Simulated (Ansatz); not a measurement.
## SiO2 (P4_2/mnm) under biaxial strain in the (001) plane, that of a and b

Wanted: the shifts of the zone-centre modes of SiO2 (P4_2/mnm) with strain.

Main program and level: Ansatz 0.2.0; DFT LDA, scalar-relativistic, plane waves, PAW; PAW set soft_1.

## 1. Starting point

Symmetry: P4_2/mnm, No. 136, tetragonal system. Conventional cell: a = 4.233 Å, b = 4.233 Å, c = 2.693 Å, α = 90.00°, β = 90.00°, γ = 90.00°. Nearest to O lie 3 Si at 1.78 to 1.84 Å. Nearest to Si lie 6 O at 1.78 to 1.84 Å. Farther neighbours and most contacts between anions are not listed.

## 2. A rough relaxation first

The start is far from rest, so a relaxation with loose tolerances brings it close first.

input.yaml

```yaml
crystal:
  lattice:
    - [4.233169, 0.0, 0.0]
    - [0.0, 4.233169, 0.0]
    - [0.0, 0.0, 2.693495]
  atoms:
    - { symbol: O, position: [0.693161, 0.693161, 0.0] }
    - { symbol: O, position: [0.193161, 0.806839, 0.5] }
    - { symbol: O, position: [0.306839, 0.306839, 0.0] }
    - { symbol: O, position: [0.806839, 0.193161, 0.5] }
    - { symbol: Si, position: [0.5, 0.5, 0.5] }
    - { symbol: Si, position: [0.0, 0.0, 0.0] }
kpoints:
  mp_grid: { grid: [6, 6, 8] }
hamiltonian:
  xc: lda
  pseudopotentials: { kind: paw, azcp: { folder: soft_1 }, xc_functional: pbe }
scf:
  occupations: { method: gaussian, width: 0.1 }
output:
  forces: true
  stress: true
  eigenvalues: true
relax:
  adjacent_minimum: "off"
  f_tol: 0.05
  max_steps: 80
  cell: { stress_tol: 0.5 }
```

Launch:

```
$ ansatz run input.yaml --threads 8 --pin off --max-ram 16384MiB --backend cpu --events-out ev --progress --plain --runs-dir out
```

Numbers of over 12 decimals in the logs are rounded to 6 here.

What it wrote:

```text
The last accepted step is kept in <dir> (removed where the run ends without a failure and the disk answers)
Engine: ansatz 0.2.0, aarch64-unknown-linux-gnu
Pseudopotentials: kind: paw
Pseudopotential: O, paw, valence charge 6, recommended cutoff 420 eV (normal), soft_1/O.paw.azcp
Pseudopotential: Si, paw, valence charge 4, recommended cutoff 420 eV (normal), soft_1/Si.paw.azcp
Functional definition: SPW92
[...]
cell:  # Å, volume = 45.9856 Å³
    - [4.156842, 0, 0]
    - [0, 4.156842, 0]
    - [0, 0, 2.661306]
  atoms:
    - { symbol: O, position: [0.694489, 0.694489, 0] }
    - { symbol: O, position: [0.194489, 0.805511, 0.500000] }
    - { symbol: O, position: [0.305511, 0.305511, 0] }
    - { symbol: O, position: [0.805511, 0.194489, 0.500000] }
    - { symbol: Si, position: [0.500000, 0.500000, 0.500000] }
    - { symbol: Si, position: [0, 0, 0] }
[key lines of the parts left out:]
SCF converged after 4 iterations
Free energy (F): -3445.450975 eV
Fermi energy:    13.356992 eV
P = ⅓ Tr σ = -0.3143 GPa (-3.143 kbar)
```

Wall time 2.9 s (8 threads of Arm Neoverse V2, shared host); peak memory 0.35 GiB.

Step by step:

```tsv
step	energy less that of the first step (eV)	largest force component (eV/Å)	pressure (GPa)	volume (Å³)
1	0.0000	0.0971	-14.11	48.27
2	-0.0743	0.0004	-8.05	47.26
3	-0.1131	0.0400	0.74	45.93
4	-0.1132	0.0143	0.07	45.99
5*	-0.1043	0.0143	-0.31	45.99
```

Relaxation steps marked * repeat the geometry before them on a plane-wave basis chosen anew for their cell, so energy and pressure can jump there.

Forces are held to the 16 operations that the run works with; a distortion that breaks them can't arise in this run.

```tsv
conventional cell, symmetrised	before	after	change
a (Å)	4.233	4.157	-1.8 %
b (Å)	4.233	4.157	-1.8 %
c (Å)	2.693	2.661	-1.2 %
volume (Å³/atom)	8.04	7.66	-4.7 %
```

A gap read on the k-mesh alone can miss the band edges.

Numbers from this step:

| Property | Result |
| --- | --- |
| pressure | -0.3143 GPa |
| gap on the k-mesh | 5.799 eV |
| volume per atom | 7.664 Å³ |

In this step the volume went from 8.04 to 7.66 Å³/atom.

## 3. Relaxation

Harmonic phonons are second derivatives at a point where the forces vanish, and they are wanted at zero stress, so atoms and cell are relaxed first.

input.yaml

```yaml
crystal:
  lattice:
    - [4.1568423309, 0.0, 0.0]
    - [0.0, 4.1568423309, 0.0]
    - [0.0, 0.0, 2.6613064823]
  atoms:
    - { symbol: O, position: [0.6944886389, 0.6944886389, 0.0] }
    - { symbol: O, position: [0.1944886389, 0.8055113611, 0.5] }
    - { symbol: O, position: [0.3055113611, 0.3055113611, 0.0] }
    - { symbol: O, position: [0.8055113611, 0.1944886389, 0.5] }
    - { symbol: Si, position: [0.5, 0.5, 0.5] }
    - { symbol: Si, position: [0.0, 0.0, 0.0] }
kpoints:
  mp_grid: { grid: [6, 6, 8] }
hamiltonian:
  xc: lda
  pseudopotentials: { kind: paw, azcp: { folder: soft_1 }, xc_functional: pbe }
scf:
  occupations: { method: gaussian, width: 0.02 }
output:
  forces: true
  stress: true
  eigenvalues: true
  write_density: true
  write_potential: true
  elf: true
  volumetric_format: npy
relax:
  adjacent_minimum: "off"
  f_tol: 0.005
  max_steps: 80
  cell: { stress_tol: 0.05 }
```

What it wrote:

```text
[...]
Crystal: 6 atoms, lattice volume = 45.986 Å³
Basis set: ecut = 420 eV, 913 PW (Γ)
Bands: 22, of which v1, the nominal top of the filled ones, is band 16 counted from 1 (15 counted from 0)
Symmetry: 16 space group operations
[...]
k-points: 50 of 288
[...]
SCF iter   1: F=—  HF=-3447.543379 eV  |F-HF|=—  |Δ(HF+E_count)|=         —  Δρ=1.40e-1  dr2=7.14e0  ethr=3.10e-3  ⟨swp⟩=6.1  Hψ=5986  notcnv=0
[...]
SCF iter   7: F=-3445.450975 eV  HF=-3445.450975 eV  |F-HF|=9.99e-9  |Δ(HF+E_count)|=   2.71e-8  Δρ=7.87e-6  dr2=1.43e-8  ethr=3.13e-10  ⟨swp⟩=14.4  Hψ=8458  notcnv=0
SCF 1 converged in 7 iterations: F = -3445.450975 eV  dr2 = 1.43e-8
[...]
relax step   1: F+E_penalty+E_count = -3445.45097500 eV  Δ(F+E_penalty+E_count) = +0.000e0 eV  max|allowed force component| = 1.426e-2 eV/Å  Δτ_max = 0.0000 Å  P = -0.313 GPa  Ω = 45.986 Å³  (7 SCF iters, dr2 threshold 1.00e-7 eV, accepted)
Crystal: 6 atoms, lattice volume = 45.966 Å³
[...]
SCF iter   3: F=-3445.451135 eV  HF=-3445.451135 eV  |F-HF|=3.71e-8  |Δ(HF+E_count)|=   1.91e-7  Δρ=2.25e-5  dr2=8.54e-8  ethr=1.33e-9  ⟨swp⟩=9.7  Hψ=7549  notcnv=0
SCF 2 converged in 3 iterations: F = -3445.451135 eV  dr2 = 8.54e-8
relax step   2: F+E_penalty+E_count = -3445.45113490 eV  Δ(F+E_penalty+E_count) = -1.599e-4 eV  max|allowed force component| = 3.842e-3 eV/Å  Δτ_max = 0.0003 Å  P = -0.165 GPa  Ω = 45.966 Å³  energy of the carried Pulay correction = +1.004e-4 eV  (3 SCF iters, dr2 threshold 4.27e-7 eV, accepted)
Crystal: 6 atoms, lattice volume = 45.945 Å³
[...]
SCF iter   3: F=-3445.451259 eV  HF=-3445.451259 eV  |F-HF|=3.51e-8  |Δ(HF+E_count)|=   2.18e-7  Δρ=1.96e-5  dr2=8.08e-8  ethr=2.74e-10  ⟨swp⟩=9.3  Hψ=7302  notcnv=0
SCF 3 converged in 3 iterations: F = -3445.451259 eV  dr2 = 8.08e-8
relax step   3: F+E_penalty+E_count = -3445.45125861 eV  Δ(F+E_penalty+E_count) = -1.237e-4 eV  max|allowed force component| = 6.126e-4 eV/Å  Δτ_max = 0.0001 Å  P = -0.006 GPa  Ω = 45.945 Å³  energy of the carried Pulay correction = +2.112e-4 eV  (3 SCF iters, dr2 threshold 8.76e-8 eV, accepted)
[...]
relax step   4: F+E_penalty+E_count = -3445.45096526 eV  Δ(F+E_penalty+E_count) = +2.933e-4 eV  max|allowed force component| = 6.633e-4 eV/Å  Δτ_max = 0.0000 Å  P = -0.014 GPa  Ω = 45.945 Å³  stress off target by 7.22e-2 GPa  SCF on the basis re-selected at this cell (its energy is not comparable with the rows above)  (4 SCF iters)
[...]
relax step   5: F+E_penalty+E_count = -3445.45097009 eV  Δ(F+E_penalty+E_count) = -4.823e-6 eV  max|allowed force component| = 6.234e-4 eV/Å  Δτ_max = 0.0000 Å  P = -0.004 GPa  Ω = 45.944 Å³  energy of the carried Pulay correction = +3.469e-6 eV  (3 SCF iters, dr2 threshold 1.30e-8 eV, accepted)
[...]
SCF iter   1: F=—  HF=-3445.450971 eV  |F-HF|=—  |Δ(HF+E_count)|=         —  Δρ=3.36e-6  dr2=2.63e-9  ethr=1.17e-7  ⟨swp⟩=3.0  Hψ=9342  notcnv=0
eigensolver tolerance schedule: the retry pair's looser diagonalisation over-reported the residual by 14313.38 of it (diagonalisation noise at 1.18 of the residual, at the tolerance the schedule requests for it); recorded, not acted on — ethr = c·dr2/N_el stays at c = 1.0e-1
SCF iter   2: F=—  HF=-3445.450970 eV  |F-HF|=—  |Δ(HF+E_count)|=   9.72e-7  Δρ=1.20e-6  dr2=2.27e-10  ethr=8.20e-12  ⟨swp⟩=3.1  Hψ=2465  notcnv=0
SCF iter   3: F=-3445.450970 eV  HF=-3445.450970 eV  |F-HF|=8.19e-12  |Δ(HF+E_count)|=  4.50e-11  Δρ=5.69e-7  dr2=4.20e-11  ethr=1.00e-12  ⟨swp⟩=7.6  Hψ=5886  notcnv=0
SCF 6 converged in 3 iterations: F = -3445.450970 eV  dr2 = 4.20e-11
relax step   6: F+E_penalty+E_count = -3445.45097009 eV  Δ(F+E_penalty+E_count) = -1.256e-9 eV  max|allowed force component| = 6.223e-4 eV/Å  Δτ_max = 0.0000 Å  P = -0.004 GPa  Ω = 45.944 Å³  stress off target by 1.75e-2 GPa  SCF on the basis re-selected at this cell (its energy is not comparable with the rows above)  (3 SCF iters)
basis re-selected at this cell: Δ(F+E_penalty+E_count) = -1.256e-9 eV, ΔP = +0.000 GPa vs the last step (what re-selecting the basis moved, of the pressure what is left beyond the Pulay correction that the steps carried, after the strain that the cell walked since its last selection, with what the two solves' SCF thresholds leave and, on support functions, any second-order correction that the steps lacked; it is no m [...]
SCF converged after 3 iterations
Free energy (F): -3445.450970 eV
[...]
Internal energy: -3445.450970 eV  (E = F + TS)
E sigma→0 (E₀):  -3445.450970 eV
Fermi energy:    13.379981 eV
[...]
--- Forces (eV/Å), atoms counted from 1 ---
  atom   1  O     -0.00062226    -0.00062226     0.00000000
  atom   2  O     -0.00062226     0.00062226     0.00000000
  atom   3  O      0.00062226     0.00062226     0.00000000
  atom   4  O      0.00062226    -0.00062226     0.00000000
  atom   5  Si     0.00000000    -0.00000000     0.00000000
  atom   6  Si     0.00000000     0.00000000     0.00000000
  max |Σ_I F_I| component: 3.16e-30 eV/Å
--- Stress (GPa, compression-positive) ---
        0.003231       0.000000       0.000000
        0.000000       0.003231       0.000000
        0.000000       0.000000      -0.017474
  P = ⅓ Tr σ = -0.0037 GPa (-0.037 kbar)
--- Band table (eV; the first three rows and the last of 50) ---
  k-point 0: bands = [... 12 lower, 7.9152, 9.5630, 9.5630, 10.4721, 16.2878, 16.9493, 18.8654, 18.8654, ... 2 higher]
  k-point 1: bands = [... 12 lower, 7.2206, 9.4053, 9.4053, 10.2702, 16.9886, 18.0661, 19.7593, 19.7593, ... 2 higher]
  k-point 2: bands = [... 12 lower, 6.0507, 8.9103, 8.9103, 9.6300, 18.0514, 20.2206, 20.4668, 21.6494, ... 2 higher]
  k-point 49: bands = [... 12 lower, 8.6742, 8.6742, 8.8682, 8.8682, 17.6711, 17.6711, 21.3604, 21.3604, ... 2 higher]
--- Relaxed structure (4 steps of the walk, 4 accepted, 2 SCFs on fresh bases) ---
[...]
cell:  # Å, volume = 45.9440 Å³
    - [4.154862, 0, 0.0]
    - [0, 4.154862, 0.0]
    - [0.0, 0.0, 2.661434]
  atoms:
    - { symbol: O, position: [0.694435, 0.694435, 0.0] }
    - { symbol: O, position: [0.194435, 0.805565, 0.5] }
    - { symbol: O, position: [0.305565, 0.305565, 0.0] }
    - { symbol: O, position: [0.805565, 0.194435, 0.5] }
    - { symbol: Si, position: [0.500000, 0.500000, 0.5] }
    - { symbol: Si, position: [0, 0, 0.0] }
```

Wall time 3.3 s (8 threads); peak memory 0.36 GiB.

Little changed from the start: no atom moved by 0.005 Å and no cell edge by 0.1 %.

This step gave:

```yaml
pressure: -0.003671 GPa
gap_on_the_k_mesh: 5.816 eV
volume_per_atom: 7.657 Å³
```

ELF in the ab plane at fractional z = 0.000, with atoms of O and Si within 0.2 Å of it. It is the smooth field of the valence electrons, not physical close to the nuclei.

Ten even steps from '0' (0.03) to '9' (0.85), each cell a mean:
```
11110001355532
11110004899973
11100027998995
10000038955895
00000027855995
00011114889983
01467521478741
04899852123200
16986785100000
26973697100000
27997896100011
26999984000111
12676641000111
31222100001111
```
Columns run along a (4.2 Å), rows up along b (4.2 Å). Atoms in or near the plane, at fractional coordinates: O at (0.69, 0.69), O at (0.31, 0.31), Si at (0.00, 0.00).

Valence density in the ab plane at fractional z = 0.000, with atoms of O and Si within 0.2 Å of it. It is the smooth field of the valence electrons, not physical close to the nuclei.

Ten even steps from '_' (0.1 e/Å³) to '@' (8.3 e/Å³), each cell a mean:
```
____________________________
__________________......____
________________::====::..__
________________==%%%%==..__
________________--##%%==..__
________________::--==::____
____________________________
______..::::________________
____..++##++::______________
____::**@@##::______________
____..==**++..______________
____....::..________________
____________________________
____________________________
```
Columns run along a (4.2 Å), rows up along b (4.2 Å). Atoms in or near the plane, at fractional coordinates: O at (0.69, 0.69), O at (0.31, 0.31), Si at (0.00, 0.00).

Electrostatic potential energy in the ab plane at fractional z = 0.000, with atoms of O and Si within 0.2 Å of it. With pseudopotentials it is smooth inside the atoms' cores, unlike the true potential.

Values in eV, 14 rows by 14 columns, each cell a mean:
```
 -9 -22 -18   2  11  14  16  16  15  13   8  -2 -24 -18
-25 -23  -7   6  12  14  16  15  12   5   1   1 -14 -24
 -5  -1   7  10  13  14  14  12  -8 -22 -24 -15   1  -2
  8   9  11  12  14  14  13   6 -21 -29 -29 -24   1   8
 14  14  14  14  13  12  11   5 -23 -30 -29 -22   5  13
 15  15  15  14  12  11  10   8 -10 -23 -21  -8  12  15
 16  16  15  12   9   8   8   8   8   5   6  12  15  16
 16  15  11  -3 -14 -11   4   8  10  11  13  14  16  16
 14  14  -3 -23 -30 -28 -11   8  11  12  14  14  14  14
 11  11 -10 -27 -30 -30 -14   9  12  13  14  13  12  11
  0   3  -5 -22 -27 -23  -3  12  14  14  12  10   6   2
-21 -16  -2  -5 -10  -3  11  15  15  14  11   7  -7 -18
-16 -24 -16   3  11  14  15  16  15  14   9  -1 -23 -22
  6 -16 -21   0  11  14  16  16  15  14   8  -5 -25  -9
```
Columns run along a (4.2 Å; values clipped at the 3rd and 97th percentile), rows up along b (4.2 Å). Atoms in or near the plane, at fractional coordinates: O at (0.69, 0.69), O at (0.31, 0.31), Si at (0.00, 0.00).

In this step the volume went from 7.66 to 7.66 Å³/atom.

## 4. Tight relaxation

Phonons need small forces and stress, so the relaxation is finished with tight tolerances on 8×8×8 k points.

input.yaml

```yaml
crystal:
  lattice:
    - [4.1548620152, 0.0, 0.0]
    - [0.0, 4.1548620152, 0.0]
    - [0.0, 0.0, 2.6614336769]
  atoms:
    - { symbol: O, position: [0.6944351949, 0.6944351949, 0.0] }
    - { symbol: O, position: [0.1944351949, 0.8055648051, 0.5] }
    - { symbol: O, position: [0.3055648051, 0.3055648051, 0.0] }
    - { symbol: O, position: [0.8055648051, 0.1944351949, 0.5] }
    - { symbol: Si, position: [0.5, 0.5, 0.5] }
    - { symbol: Si, position: [0.0, 0.0, 0.0] }
kpoints:
  mp_grid: { grid: [8, 8, 8] }
hamiltonian:
  xc: lda
  pseudopotentials: { kind: paw, azcp: { folder: soft_1 }, xc_functional: pbe }
scf:
  occupations: { method: fixed }
output:
  forces: true
  stress: true
  eigenvalues: true
relax:
  adjacent_minimum: "off"
  f_tol: 0.001
  max_steps: 60
  cell: { stress_tol: 0.01 }
```

What it wrote:

```text
[...]
Crystal: 6 atoms, lattice volume = 45.944 Å³
Basis set: ecut = 420 eV, 913 PW (Γ)
Bands: 22, of which v1, the nominal top of the filled ones, is band 16 counted from 1 (15 counted from 0)
Symmetry: 16 space group operations
[...]
k-points: 75 of 512
[...]
cell:  # Å, volume = 45.9437 Å³
    - [4.154913, 0, 0.0]
    - [0, 4.154913, 0.0]
    - [0.0, 0.0, 2.661349]
  atoms:
    - { symbol: O, position: [0.694429, 0.694429, 0.0] }
    - { symbol: O, position: [0.194429, 0.805571, 0.5] }
    - { symbol: O, position: [0.305571, 0.305571, 0.0] }
    - { symbol: O, position: [0.805571, 0.194429, 0.5] }
    - { symbol: Si, position: [0.500000, 0.500000, 0.5] }
    - { symbol: Si, position: [0, 0, 0.0] }
[key lines of the parts left out:]
SCF converged after 5 iterations
Free energy (F): -3445.450897 eV
Fermi energy:    10.472121 eV
P = ⅓ Tr σ = 0.0028 GPa (0.028 kbar)
```

It took 2.9 s on 8 threads; peak memory 0.36 GiB; 17 s of CPU time.

Little changed from the start: no atom moved by 0.005 Å and no cell edge by 0.1 %.

This step gave:

| Property | Result |
| --- | --- |
| pressure | 0.002807 GPa |

The largest force component left is 0.056 meV/Å and the pressure is 0.003 GPa, within the tolerances set. The cell now holds 7.66 Å³/atom.

[end of part 1 of 3]

[Logs are printed without paths, hosts, clocks, repeated set-up lines and the standing remarks that a program may print on its own settings, such as how far it seeks lower states.]

[Hosts, paths, dates, database ids (printed as entryN), source tags and the programs' standing remarks are cut or masked in the printed files.]
